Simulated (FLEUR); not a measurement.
# Fe2O3 (Hematite): which magnetic order is lowest, part 2 of 2

Does Fe2O3 (Hematite) prefer parallel or opposed moments?

FLEUR MaX-R8.1; PBE with U = 4.5 eV on Fe d; all-electron FLAPW, Dirac cores, scalar-relativistic bands.

So far, largest spin moment in the muffin-tin sphere (μB): step 2 (run 1 (ferro ++++)) 4.32; step 3 (start 2: antiferro ++--) 4.21; step 4 (run 3 (antiferro +-+-)) 4.16; step 5 (run 4 (antiferro +--+)) 4.22; step 6 (start 5: ferri +++-) 4.30.

## 7. Order 6, typed as no spin polarisation

A spinless run shows what the cell costs with no moments; under a U that can hold a penalty on part-filled orbitals beside the lost exchange.

inp.xml reads:

```
<?xml version="1.0" encoding="UTF-8" standalone="no"?>
<fleurInput fleurInputVersion="0.39">
   <comment>
      Fe2O3
   </comment>
   <calculationSetup>
      <cutoffs Kmax="4.4" Gmax="13.2" GmaxXC="13.2" numbands="0"/>
      <scfLoop itmax="120" minDistance="0.0001" maxIterBroyd="15" imix="Anderson" alpha="0.05" precondParam="0.0" spinf="2.0" sdNocoIR="T"/>
      <coreElectrons ctail="T" frcor="F" kcrel="0" coretail_lmax="0"/>
      <xcFunctional name="pbe" relativisticCorrections="F"/>
      <magnetism jspins="1"/>
      <soc l_soc="F" theta="0.0" phi="0.0" spav="F"/>
      <expertModes spex="0" secvar="F"/>
      <geometryOptimization l_f="F" forcealpha="1.0" forcemix="BFGS" epsdisp="0.00001" epsforce="0.00001"/>
      <ldaU l_linMix="F" mixParam="0.05" spinf="1.0"/>
   </calculationSetup>
   <cell>
      <bzIntegration valenceElectrons="100.0" mode="hist" fermiSmearingEnergy="0.00183747">
         <kPointListSelection listName="default-1"/>
         <xi:include xmlns:xi="http://www.w3.org/2001/XInclude" href="kpts.xml"> </xi:include>
      </bzIntegration>
      <xi:include xmlns:xi="http://www.w3.org/2001/XInclude" href="sym.xml"> </xi:include>
      <bulkLattice scale="1.0">
         <bravaisMatrix>
            <row-1>    4.7602201078862976     2.7483143606816314     8.6751027293933891</row-1>
            <row-2>   -4.7602201078862976     2.7483143606816314     8.6751027293933891</row-2>
            <row-3>    0.0000000000000000    -5.4966287213821596     8.6751027293933891</row-3>
         </bravaisMatrix>
      </bulkLattice>
   </cell>
   <atomSpecies>
      <species name="Iron (Fe)" element="Fe" atomicNumber="26">
         <mtSphere radius="2.29" gridPoints="757" logIncrement="0.016"/>
         <atomicCutoffs lmax="8" lnonsphr="6"/>
         <electronConfig flipSpins="F">
            <coreConfig>(1s1/2) (2s1/2) (2p1/2) (2p3/2)</coreConfig>
            <valenceConfig>(3s1/2) (3p1/2) (3p3/2) (4s1/2) (3d3/2) (3d5/2)</valenceConfig>
            <stateOccupation state="(3d3/2)" spinUp="1.200000" spinDown="1.200000"/>
            <stateOccupation state="(3d5/2)" spinUp="1.800000" spinDown="1.800000"/>
         </electronConfig>
         <energyParameters s="4" p="4" d="3" f="4"/>
         <ldaU l="2" U="4.5" J="0.0" l_amf="F"/>
         <lo type="SCLO" l="0" n="3" eDeriv="0"/>
         <lo type="SCLO" l="1" n="3" eDeriv="0"/>
      </species>
      <species name="Oxygen (O)" element="O" atomicNumber="8">
         <mtSphere radius="1.29" gridPoints="427" logIncrement="0.024"/>
         <atomicCutoffs lmax="6" lnonsphr="4"/>
         <electronConfig flipSpins="F">
            <coreConfig>(1s1/2)</coreConfig>
            <valenceConfig>(2s1/2) (2p1/2) (2p3/2)</valenceConfig>
            <stateOccupation state="(2p1/2)" spinUp="0.666667" spinDown="0.666667"/>
            <stateOccupation state="(2p3/2)" spinUp="1.333333" spinDown="1.333333"/>
         </electronConfig>
         <energyParameters s="2" p="2" d="3" f="4"/>
      </species>
   </atomSpecies>
   <atomGroups>
      <atomGroup species="Iron (Fe)">
         <relPos label="                   1">.3553000000 .3553000000 .3553000000</relPos>
         <relPos label="                   2">.1447000000 .1447000000 .1447000000</relPos>
         <relPos label="                   3">-.3553000000 -.3553000000 -.3553000000</relPos>
         <relPos label="                   4">-.1447000000 -.1447000000 -.1447000000</relPos>
         <force calculate="T" relaxXYZ="TTT"/>
      </atomGroup>
      <atomGroup species="Oxygen (O)">
         <relPos label="                   5">-.4441000000 -.0559000000 1.000/4.000</relPos>
         <relPos label="                   6">1.000/4.000 -.4441000000 -.0559000000</relPos>
         <relPos label="                   7">-.0559000000 1.000/4.000 -.4441000000</relPos>
         <relPos label="                   8">.4441000000 .0559000000 -1.000/4.000</relPos>
         <relPos label="                   9">-1.000/4.000 .4441000000 .0559000000</relPos>
         <relPos label="                  10">.0559000000 -1.000/4.000 .4441000000</relPos>
         <force calculate="T" relaxXYZ="TTT"/>
      </atomGroup>
   </atomGroups>
   <output dos="F" band="F" slice="F">
      <bandDOS minEnergy="-.5*Htr" maxEnergy="0.5*Htr" sigma="0.015" storeEVData="T"/>
      <plotting iplot="0" polar="F">
         <plot TwoD="T" vec1="  1.0  0.0  0.0" vec2="  0.0  1.0  0.0" vec3="  0.0  0.0  1.0" zero="  0.0  0.0  0.0" file="plot"/>
      </plotting>
      <moessbauerParams electricFieldGradient="F" isomerShift="F" coreHyperfine="F" valenceHyperfine="F"/>
   </output>
</fleurInput>
```

crystal.txt reads:

```
Fe2O3
&input film=F cartesian=F /
2.51900000001  1.45434532809  4.59066666670
-2.51900000001  1.45434532809  4.59066666670
0.00000000000  -2.90869065619  4.59066666670
1.8897261246
1.0 1.0 1.0

10
26 0.35530000000  0.35530000000  0.35530000000
26 0.14470000000  0.14470000000  0.14470000000
26 0.64470000000  0.64470000000  0.64470000000
26 0.85530000000  0.85530000000  0.85530000000
8 0.55590000000  0.94410000000  0.25000000000
8 0.25000000000  0.55590000000  0.94410000000
8 0.94410000000  0.25000000000  0.55590000000
8 0.44410000000  0.05590000000  0.75000000000
8 0.75000000000  0.44410000000  0.05590000000
8 0.05590000000  0.75000000000  0.44410000000

&kpt div1=6 div2=6 div3=6 gamma=T /
```

Started as:

```console
$ OMP_NUM_THREADS=1 inpgen -f crystal.txt > inpgen.log  # inp.xml is then edited as shown
$ OMP_NUM_THREADS=1 mpirun -n 4 fleur_MPI > fleur.log
```

It took 1.8 min on 4 MPI ranks of Arm Neoverse V2, shared host; peak memory 0.38 GiB; 7 min of CPU time.

Numbers from this step:

```yaml
free_energy: -150804.7744 eV
program_s_band_gap_on_this_mesh_in_a_metal_only_a_level_spacing: 0.04202 eV
final_state: non-magnetic (no spin polarisation)
```

It lies 2421 meV a seeded atom over the first start.

## 8. The states side by side

Free energies are divided by the number of seeded atoms.

Orders:

| start | final state | typed order kept | energy over the lowest (meV a seeded atom) | largest sphere moment (μB) | net moment (μB a primitive cell) | mesh matched | CPU time (s) |
| --- | --- | --- | --- | --- | --- | --- | --- |
| ferro ++++ | ferromagnetic | yes | 292.2 | 4.318 | 20 | yes | 558.6 |
| antiferro ++-- | antiferromagnetic | yes | 109.4 | 4.205 | 0 | yes | 1473 |
| antiferro +-+- | antiferromagnetic | yes | 0 | 4.157 | 0 | yes | 811.8 |
| antiferro +--+ | antiferromagnetic | yes | 144.4 | 4.221 | 0 | yes | 1415 |
| ferri +++- | ferrimagnetic | yes | 135.2 | 4.297 | 10 | yes | 2314 |
| no spin polarisation | non-magnetic | - | 2713 | 0 | 0 | yes | 420.1 |

## 9. What came out

```
lowest state found                                                       : antiferromagnetic (typed antiferro +-+-)
largest site spin moment                                                 : 4.16 μB
next finished state                                                      : antiferromagnetic, 109 meV a seeded atom higher
spinless run over the lowest (under a U no clean measure of the moments) : 2713 meV a seeded atom
```

The lowest state found is antiferromagnetic, reached from the start antiferro +-+-, with moments up to 4.16 μB. The next finished state costs 109 meV a seeded atom. Under a U a spinless run can be left with part-filled orbitals, which the U penalises, or fall into a low-spin state, so its energy is no clean measure of what the moments gain. This is the lowest of 6 finished starts, no proof of the ground state. With 4 seeded atoms in the first cell, sign patterns within that cell may remain untried.

[Logs and program files are shortened in this print: banners, set-up blocks, solver, clock and traceback lines can be left out without a mark of their own.]

[Logs are printed without paths, hosts, clocks, repeated set-up lines and the standing remarks that a program may print on its own settings, such as how far it seeks lower states.]

[Hosts, paths, dates, database ids (printed as entryN), source tags and the programs' standing remarks are cut or masked in the printed files.]

[Where a cell is said to come from a database of computed structures, the database is the Materials Project.]
